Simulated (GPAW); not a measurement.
Computed results, one entry a study.

```
! title: K2Pt (Fm-3m): one start, several treatments of the self-energy
! method: DFT, LDA, plane waves, PAW (and 3 further levels or steps)
! program: GPAW 26.7.0
! settings of one run: cutoff 450 eV, GPAW PAW setups 1.2.1 data release, 2×2×2 k-mesh, nbands 373
! notes: The cell and positions are those that the Materials Project relaxed with its own functionals (PBE, PBE+U or r2SCAN), kept fixed. Limits: no spin polarisation; no spin-orbit coupling. Bands and cutoff are finite, so the gap is not at the basis limit. The miss can reach some tenths of an eV and take either sign; the mesh is an error of its own. The program warns of a poor linear fit in the extrapolation of some level, so the extrapolated values are rough. The 2×2×2 mesh is coarse for this cell, which bears on the long-range parts of exchange and screening. The runs have no spin polarisation. For a closed low-spin shell that is the natural state; where a d or f shell is open it is a constraint, and the gap is then not the crystal’s own.
! G0W0, Godby-Needs plasmon pole: 2.222 eV
! one-shot HSE06: 2.739 eV
! G0W0, extrapolated in the cutoff: 2.278 eV
! one-shot PBE0: 3.551 eV
! G0W0, full frequency, Hilbert transform: 2.283 eV
! known limits: not at the basis limit; no spin polarisation; d states lean on the start; no spin-orbit coupling; coarse k mesh
CELL_PARAMETERS angstrom
0.00000 3.78146 3.78146
3.78146 0.00000 3.78146
3.78146 3.78146 0.00000
ATOMIC_POSITIONS crystal
K 0.75000 0.75000 0.75000
K 0.25000 0.25000 0.25000
Pt 0.00000 0.00000 0.00000
```

[Paths, hosts, dates, memory and timing lines, banners, echoed tables and standing remarks are left out of the program output.]

[Logs are printed without paths, hosts, clocks, repeated set-up lines and the standing remarks that a program may print on its own settings, such as how far it seeks lower states.]

[Runs of the session that timed out or met a known fault of the program may be left out.]

[Hosts, paths, dates, database ids (printed as entryN), source tags and the programs' standing remarks are cut or masked in the printed files.]
